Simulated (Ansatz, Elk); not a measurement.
# Bonding as seen by X-rays: ScCd2Si2

Structure refinements treat a crystal as free atoms side by side. For a made-up structure of ScCd2Si2 (cell and positions from a PBE relaxation) the runs below show what the calculated density changes in F(hkl).

Program: Elk 11.2.3 (patched build). Level of theory: DFT, PBE, all-electron APW+lo, Dirac cores, scalar-relativistic bands, static density, no spin. Results are calculated unless marked as measured.

The structure was built from a prototype and need not be the compound's stable phase.

### 1. The starting structure

It takes space group I4/mmm (No. 139, tetragonal). The conventional cell has a = 4.065 Å, b = 4.065 Å, c = 12.187 Å, α = 90.00°, β = 90.00°, γ = 90.00°. Nearest to Cd lie 4 Si at 2.78 Å and 4 Cd at 2.87 Å. Nearest to Sc lie 8 Si at 3.09 Å. Si has 1 Si at 2.29 Å and 4 Cd at 2.78 Å and 4 Sc at 3.09 Å nearest. Farther neighbours are not listed.

### 2. Ground state and structure factors

An all-electron density is needed, since X-rays see the cores too. Task 0 finds the density and task 195 Fourier-transforms it; tshift is off so that phases refer to the origin typed.

Input file elk.in:

```
tasks
  0
  195

xctype
  20

spinpol
  .false.

rgkmax
  7.0

gmaxvr
  14.0

lmaxo
  7

lmaxapw
  8

swidth
  0.002

tshift
  .false.

ramdisk
  .false.

hmaxvr
  5.5

maxscl
  120

epspot
  1e-06

sppath
  './'

avec
  -3.84112072167 3.84112072167 11.51479313720
  3.84112072167 -3.84112072167 11.51479313720
  3.84112072167 3.84112072167 -11.51479313720

atoms
  3
  'Cd.in'
  2
  0.2500000000 0.7500000000 0.5000000000   0.000000 0.000000 0.000000
  0.7500000000 0.2500000000 0.5000000000   0.000000 0.000000 0.000000
  'Sc.in'
  1
  0.0000000000 0.0000000000 -0.0000000000   0.000000 0.000000 0.000000
  'Si.in'
  2
  0.4059008145 0.4059008145 -0.0000000000   0.000000 0.000000 0.000000
  0.5940991855 0.5940991855 -0.0000000000   0.000000 0.000000 0.000000

ngridk
  8 8 8
```

The run is started by

```bash
$ OMP_NUM_THREADS=4 elk
```

Numbers of over 12 decimals in the logs are rounded to 6 here.

What it wrote:

```text
┌─────────────────────────┐
│ Elk code version 11.2.3 │
└─────────────────────────┘

All units are atomic (Hartree, Bohr, etc.)

┌─────────────────────────────────────────────────┐
│ Ground-state run starting from atomic densities │
└─────────────────────────────────────────────────┘

Lattice vectors :
  -3.841120722       3.841120722       11.51479314
   3.841120722      -3.841120722       11.51479314
   3.841120722       3.841120722      -11.51479314

Reciprocal lattice vectors :
 -0.2779539176E-16  0.8178843836      0.2728310110
  0.8178843836     -0.2779539176E-16  0.2728310110
  0.8178843836      0.8178843836      0.3444896840E-18

Unit cell volume      :    679.5666304
Brillouin zone volume :   0.3650123510

Muffin-tin inner radius fraction :   0.1000000000E-01

Nuclei treated as point charges

Species : 1 (Cd)
 parameters loaded from : Cd.in
 name : cadmium
 nuclear charge    :   -48.00000000
 electronic charge :    48.00000000
 atomic mass :    204912.7176
 muffin-tin radius :    2.600000000
 number of radial points in muffin-tin :   1193
 inner part over the whole radius :   0.9972693929E-02
 number on inner part of muffin-tin    :    850
 approximate nuclear radius :   0.8708852602E-04
 number of mesh points to nuclear radius :    426
 atomic positions (lattice), magnetic fields (Cartesian) :
  1 :   0.25000000 -0.25000000  0.50000000    0.00000000  0.00000000  0.00000000
  2 :  -0.25000000  0.25000000  0.50000000    0.00000000  0.00000000  0.00000000

Species : 2 (Sc)
 parameters loaded from : Sc.in
 name : scandium
 nuclear charge    :   -21.00000000
 electronic charge :    21.00000000
 atomic mass :    81949.61073
 muffin-tin radius :    2.400000000
 number of radial points in muffin-tin :    993
 inner part over the whole radius :   0.9898716403E-02
 number on inner part of muffin-tin    :    698
 approximate nuclear radius :   0.6711386133E-04
 number of mesh points to nuclear radius :    323
 atomic positions (lattice), magnetic fields (Cartesian) :
  1 :   0.00000000  0.00000000  0.00000000    0.00000000  0.00000000  0.00000000

Species : 3 (Si)
 parameters loaded from : Si.in
 name : silicon
 nuclear charge    :   -14.00000000
 electronic charge :    14.00000000
 atomic mass :    51196.73458
 muffin-tin radius :    2.142065311
 number of radial points in muffin-tin :    793
 inner part over the whole radius :   0.9980014556E-02
 number on inner part of muffin-tin    :    553
 approximate nuclear radius :   0.5963282101E-04
 number of mesh points to nuclear radius :    247
 atomic positions (lattice), magnetic fields (Cartesian) :
  1 :   0.40590081  0.40590081  0.00000000    0.00000000  0.00000000  0.00000000
  2 :  -0.40590081 -0.40590081  0.00000000    0.00000000  0.00000000  0.00000000

Total number of atoms per unit cell :    5
Total muffin-tin volume :    287.4913014
 ratio of muffin-tin to unit cell volume :   0.4230509394

Spin treatment :
 spin-unpolarised

Number of Bravais lattice symmetries :   16
Number of crystal symmetries         :   16
Crystal has inversion symmetry
Real symmetric eigensolver will be used

k-point grid :      8     8     8
k-point offset :    0.000000000       0.000000000       0.000000000
k-point set is reduced with full crystal symmetry group
Total number of k-points :       59

Muffin-tin radius times maximum |G+k| :    7.000000000
 using average radius
Maximum |G+k| for APW functions       :    2.945103947
Maximum (1/2)|G+k|²                   :    4.336818629
Maximum |G| for potential and density :    14.00000000
Constant for pseudocharge density :    9
 order of it for each species :   16  16  16
 order of it for pair densities of each species (exact exchange by exxq0 0: 17) :   12  10   7
Radial integration step length :    1

G-vector grid sizes :     60    60    60
Number of G-vectors :    31451

Maximum angular momentum used for
 APW functions            :    8
 outer part of muffin-tin :    7
 inner part of muffin-tin :    2

Total nuclear charge    :   -145.0000000
[...]
electron entropic           :    -0.64029093902544E-03
 total energy                :     -12537.598425427

Density of states at Fermi energy :    48.83935982
 (states/Hartree/unit cell)

Estimated indirect band gap :   0.5365099347E-03
 from k-point 41 to k-point 37
Estimated direct band gap   :   0.2827866664E-02
 at k-point 41

Charges :
 core                        :    90.00000000
 valence                     :    55.00000000
 interstitial                :    8.628725738
 muffin-tins (core leakage)
  species : 1 (Cd)
   atom 1                    :    46.50810603     (  0.2585117115E-03)
[...]
species : 2 (Sc)
[...]
species : 3 (Si)
[...]
total in muffin-tins        :    136.3712743
 total calculated charge     :    144.9956268
 total charge                :    145.0000000
 error                       :   0.4373163496E-02

RMS change in Kohn-Sham potential (target) :   0.3893394040     (  0.1000000000E-05)
Absolute change in total energy (target)   :   0.3823537837     (  0.1000000000E-03)

[... loops 3 to 14 left out ...]

┌──────────────────┐
│ Loop number : 15 │
└──────────────────┘

Energies :
 Fermi                       :     0.256065
 sum of occupied eigenvalues :     -7480.3072484999
 electron kinetic            :      13086.712337571
 core electron kinetic       :      12649.055600650
 Coulomb                     :     -25232.686519639
 Coulomb potential           :     -20058.635729699
 nuclear-nuclear             :     -1255.8724477982
 electron-nuclear            :     -27925.911805307
 Hartree                     :      3949.0977334663
 Madelung                    :     -15203.368654790
 xc potential                :     -508.38385637251
 exchange                    :     -383.19093945454
 correlation                 :     -7.169173
 electron entropic           :    -0.68355267651789E-03
 total energy                :     -12536.334977735

Density of states at Fermi energy :    52.38971206
 (states/Hartree/unit cell)

Estimated indirect band gap :   0.4920863245E-03
 from k-point 2 to k-point 47
Estimated direct band gap   :   0.3285282758E-02
 at k-point 41

Charges :
 core                        :    90.00000000
 valence                     :    55.00000000
 interstitial                :    8.368332952
 muffin-tins (core leakage)
  species : 1 (Cd)
[...]
species : 2 (Sc)
[...]
species : 3 (Si)
[...]
total in muffin-tins        :    136.6316670
 total calculated charge     :    144.9956761
 total charge                :    145.0000000
 error                       :   0.4323894626E-02

RMS change in Kohn-Sham potential (target) :   0.3148640575E-06 (  0.1000000000E-05)
Absolute change in total energy (target)   :   0.7595793977E-04 (  0.1000000000E-03)

Convergence targets achieved

┌──────────────────┐
│ Loop number : 16 │
└──────────────────┘

Energies :
 Fermi                       :     0.256065
 sum of occupied eigenvalues :     -7480.3072166601
 electron kinetic            :      13086.712358788
 core electron kinetic       :      12649.055610165
 Coulomb                     :     -25232.686520712
 Coulomb potential           :     -20058.635724799
 nuclear-nuclear             :     -1255.8724477982
 electron-nuclear            :     -27925.911812182
 Hartree                     :      3949.0977392687
 Madelung                    :     -15203.368658312
 xc potential                :     -508.38385064864
 exchange                    :     -383.19093931648
 correlation                 :     -7.169173
 electron entropic           :    -0.68355212463404E-03
 total energy                :     -12536.334957434

Density of states at Fermi energy :    52.38966138
 (states/Hartree/unit cell)

Estimated indirect band gap :   0.4920803007E-03
 from k-point 2 to k-point 47
Estimated direct band gap   :   0.3285288198E-02
 at k-point 41

Charges :
 core                        :    90.00000000
 valence                     :    55.00000000
 interstitial                :    8.368332810
 muffin-tins (core leakage)
  species : 1 (Cd)
[...]
species : 2 (Sc)
   atom 1                    :    18.98714087     ( -0.2163718147E-06)
  species : 3 (Si)
   atom 1                    :    12.04985101     (  0.1790022892E-02)
   atom 2                    :    12.04985101     (  0.1790022892E-02)
 total in muffin-tins        :    136.6316672
 total calculated charge     :    144.9956761
 total charge                :    145.0000000
 error                       :   0.4323895004E-02

┌──────────────────────────────┐
│ Self-consistent loop stopped │
└──────────────────────────────┘

Warning : core states of species 1 leak from the muffin-tin :   0.2439401251E-03

Warning : core states of species 3 leak from the muffin-tin :   0.1790022892E-02

Wrote STATE.OUT
```

Elapsed: 46 s, on 4 threads of Arm Neoverse V2, shared host; peak memory 0.21 GiB.

SFACRHO.OUT:

```text

h k l indices transformed by vhmat matrix:
   1.000000000       0.000000000       0.000000000    
   0.000000000       1.000000000       0.000000000    
   0.000000000       0.000000000       1.000000000    

      h      k      l  multipl.   |H|            Re(F)            Im(F)           |F|

      0      0      0      1   0.0000000       145.00000     -0.12835733E-16   145.00000    
     -1     -1      1      2  0.54566202      -62.551236      0.51869848E-13   62.551236    
      0     -1      0      8  0.86219002      -1.7301670     -0.53048708E-14   1.7301670    
      2      2     -2      2   1.0913240       83.110238      0.10491856E-12   83.110238    
     -1      1      0      4   1.1566632      -44.422337     -0.75930558E-16   44.422337    
      2      1     -1      8   1.1570936       19.950853     -0.35365806E-14   19.950853    
      1      1      0      8   1.2789123       101.24077     -0.11788602E-14   101.24077    
      2      2     -1      8   1.5902383      -71.744287     -0.30650365E-13   71.744287    
     -2     -3      2      8   1.5905514       31.604569      0.15619897E-13   31.604569    
      1     -1      1      4   1.6357688       103.64655     -0.41000439E-13   103.64655    
      3      3     -3      2   1.6369861      -74.564988     -0.13969493E-12   74.564988    
     -2      0      2      8   1.7243800      -50.708847      0.99024256E-13   50.708847    
      0     -1      2     16   1.8490839     -0.99745973     -0.35365806E-14  0.99745973    
      3      1     -3      8   1.9663997       67.696294      0.15443068E-12   67.696294    
      0      3     -1     16   2.0036480       15.647960     -0.11788602E-14   15.647960    
      3      3     -2      8   2.0043935       63.701691      0.89593374E-13   63.701691    
     -4     -3      4      8   2.0775794       20.820547      0.15325182E-13   20.820547    
     -4     -4      4      2   2.1826481       75.671349     -0.14382094E-12   75.671349
```

Elk indexes on the primitive cell of elk.in and gives |H| = 4π sin θ/λ in inverse bohr. Below, one row stands for each form hkl of the conventional cell (m members, Friedel mates merged), F is for one primitive cell and the density is static (no thermal factor). Free-atom factors are Waasmaier and Kirfel's, and R is Σm||F|−|F'||/Σm|F|.

```
hkl   m  sin θ/λ (Å⁻¹)  abs F, DFT  neutral atoms   diff.
002   2          0.082      62.551         62.858  -0.306
101   8          0.130       1.730          1.451  +0.279
004   2          0.164      83.110         83.489  -0.379
110   4          0.174      44.422         44.665  -0.243
103   8          0.174      19.951         20.017  -0.066
112   8          0.192     101.241        101.575  -0.334
114   8          0.239      71.744         72.093  -0.348
105   8          0.239      31.605         31.750  -0.146
200   4          0.246     103.647        104.141  -0.494
006   2          0.246      74.565         74.992  -0.427
202   8          0.259      50.709         50.861  -0.152
211  16          0.278       0.998          1.113  -0.115
204   8          0.296      67.696         67.678  +0.018
213  16          0.301      15.648         15.704  -0.056
```

### 3. The highest occupied states alone

An energy window below the Fermi level keeps the highest occupied states, to see at which angles they scatter; shallow core shells can lie inside it and anion s states outside. No new self-consistency is needed.

Edit elk.in of step 2 so:

```diff
@@ -1,3 +1,2 @@
 tasks
-  0
   195
@@ -40,2 +39,5 @@
 
+wsfac
+  -0.111430 0.556070
+
 sppath
```

The run is started by

```bash
$ OMP_NUM_THREADS=4 elk
```

What it wrote:

```text
┌─────────────────────────────────┐
│ Elk code version 11.2.3 started │
└─────────────────────────────────┘

Info(readinput): the functional depends on the density's gradient
 muffin-tin radial points multiplied by    2.00000
 (not where nrmtscf is given)

┌────────────────────┐
│ Current task : 195 │
└────────────────────┘
Info(checkmt): changed muffin-tin radius of species 3 (Si) from   2.2000 to   2.1421

Info(sfacrho): density structure factors written to SFACRHO.OUT

 Energy window :  -0.1114300000      0.5560700000

┌──────────────────┐
│ Elk code stopped │
└──────────────────┘
```

Wall time 12 s (4 threads); peak memory 0.17 GiB.

States within 10 eV below the Fermi level hold 31.36 electrons; any levels below the window count with the cores, and a count that is not whole means the window cuts a band. Their amplitudes can exceed the total, where window and core parts have opposite phase:

```
hkl  sin θ/λ (Å⁻¹)  abs F, window  abs F, all
002          0.082         14.469      62.551
101          0.130          1.742       1.730
004          0.164         11.289      83.110
110          0.174         10.046      44.422
103          0.174          0.616      19.951
112          0.192         11.270     101.241
114          0.239          7.693      71.744
105          0.239          0.490      31.605
200          0.246          7.830     103.647
006          0.246          7.158      74.565
```

### 4. Another functional

The difference from free atoms is small, so it is set against the change that LDA (Perdew-Wang) makes.

Edit elk.in of step 3 so:

```diff
@@ -1,2 +1,3 @@
 tasks
+  0
   195
@@ -4,3 +5,3 @@
 xctype
-  20
+  3
 
@@ -39,5 +40,2 @@
 
-wsfac
-  -0.111430 0.556070
-
 sppath
```

The run is started by

```bash
$ OMP_NUM_THREADS=4 elk
```

What it wrote:

```text
┌─────────────────────────┐
│ Elk code version 11.2.3 │
└─────────────────────────┘

All units are atomic (Hartree, Bohr, etc.)

┌─────────────────────────────────────────────────┐
│ Ground-state run starting from atomic densities │
└─────────────────────────────────────────────────┘

Lattice vectors :
  -3.841120722       3.841120722       11.51479314
   3.841120722      -3.841120722       11.51479314
   3.841120722       3.841120722      -11.51479314

Reciprocal lattice vectors :
 -0.2779539176E-16  0.8178843836      0.2728310110
[...]
species : 3 (Si)
   atom 1                    :    12.05506607     (  0.1823575330E-02)
   atom 2                    :    12.05506607     (  0.1823575330E-02)
 total in muffin-tins        :    136.7041206
 total calculated charge     :    144.9955946
 total charge                :    145.0000000
 error                       :   0.4405382684E-02

┌──────────────────────────────┐
│ Self-consistent loop stopped │
└──────────────────────────────┘

Warning : core states of species 1 leak from the muffin-tin :   0.2444493134E-03

Warning : core states of species 3 leak from the muffin-tin :   0.1823575330E-02

Wrote STATE.OUT
[key lines of the parts left out:]
total energy                :     -12522.599205440
```

Run time: 32 s. Hardware: 4 threads; peak memory 0.17 GiB; 1.7 min of CPU time.

Against the first run R = 0.06 %; the largest change is -0.061 at 204.

### 5. Basis size

The basis and the expansions that go with it are enlarged, to see whether the differences are converged.

Edit elk.in of step 4 so:

```diff
@@ -5,3 +5,3 @@
 xctype
-  3
+  20
 
@@ -11,12 +11,12 @@
 rgkmax
-  7.0
+  8.5
 
 gmaxvr
-  14.0
+  18.0
 
 lmaxo
-  7
+  9
 
 lmaxapw
-  8
+  10
```

The run is started by

```bash
$ OMP_NUM_THREADS=4 elk
```

What it wrote:

```text
┌─────────────────────────┐
│ Elk code version 11.2.3 │
└─────────────────────────┘

All units are atomic (Hartree, Bohr, etc.)

┌─────────────────────────────────────────────────┐
│ Ground-state run starting from atomic densities │
└─────────────────────────────────────────────────┘

Lattice vectors :
  -3.841120722       3.841120722       11.51479314
   3.841120722      -3.841120722       11.51479314
   3.841120722       3.841120722      -11.51479314

Reciprocal lattice vectors :
 -0.2779539176E-16  0.8178843836      0.2728310110
[...]
species : 3 (Si)
   atom 1                    :    12.05196493     (  0.1790870425E-02)
   atom 2                    :    12.05196493     (  0.1790870425E-02)
 total in muffin-tins        :    136.6524874
 total calculated charge     :    144.9958973
 total charge                :    145.0000000
 error                       :   0.4102651406E-02

┌──────────────────────────────┐
│ Self-consistent loop stopped │
└──────────────────────────────┘

Warning : core states of species 1 leak from the muffin-tin :   0.2440430219E-03

Warning : core states of species 3 leak from the muffin-tin :   0.1790870425E-02

Wrote STATE.OUT
[key lines of the parts left out:]
total energy                :     -12536.346877283
```

Run time: 2.1 min. Hardware: 4 threads; peak memory 0.44 GiB; 6.6 min of CPU time.

Against the first run R = 0.00 %; the largest change is -0.006 at 1 1 10.

### 6. Settings against the effect

```
                              run  R against the first run (%)  R against neutral atoms, low angle (%)  wall time
                    PBE, rgkmax 7                         0.00                                    0.47       46 s
                LDA (Perdew-Wang)                         0.06                                    0.48       32 s
rgkmax 8.5 with larger expansions                         0.00                                    0.46    2.1 min
```

### 7. Outcome

| Quantity | Value |
| --- | --- |
| R against neutral atoms, sin θ/λ < 0.3 Å⁻¹ | 0.47 % |
| R against neutral atoms, 0.3 to 0.78 Å⁻¹ | 0.15 % |

**Reading.** Independent neutral atoms miss the calculated amplitudes by R = 0.47 % below 0.3 Å⁻¹ and 0.15 % from there to 0.78 Å⁻¹; by shells, 2.05 % below 0.15 Å⁻¹ (2 forms), 0.41 % 0.15 to 0.3 (11 forms), 0.13 % 0.3 to 0.45 (23 forms), 0.16 % above 0.45 (113 forms). Bonding, aspherical density and the tables' own atoms all enter these figures, and the runs don't part them. The largest change of an amplitude is -0.49 electrons, at 200. Weak lines can change much in proportion: 101 goes from 1.45 to 1.73. The window's part falls from 31.4 electrons at the origin to at most 1.00 between 0.45 and 0.78 Å⁻¹, where compact states inside the window still scatter. Below 0.3 Å⁻¹ the changes that finished (LDA (Perdew-Wang) and rgkmax 8.5 with larger expansions) move F by R = 0.05 % at most, against the 0.47 % that separates it from free atoms. The k-mesh has no finished test. Part of the difference isn't bonding: the tables are fits to free atoms and ions calculated by other methods than this functional. Thermal motion, anomalous dispersion and extinction are left out.

[Logs are printed without paths, hosts, clocks, repeated set-up lines and the standing remarks that a program may print on its own settings, such as how far it seeks lower states.]

[Hosts, paths, dates, database ids (printed as entryN), source tags and the programs' standing remarks are cut or masked in the printed files.]
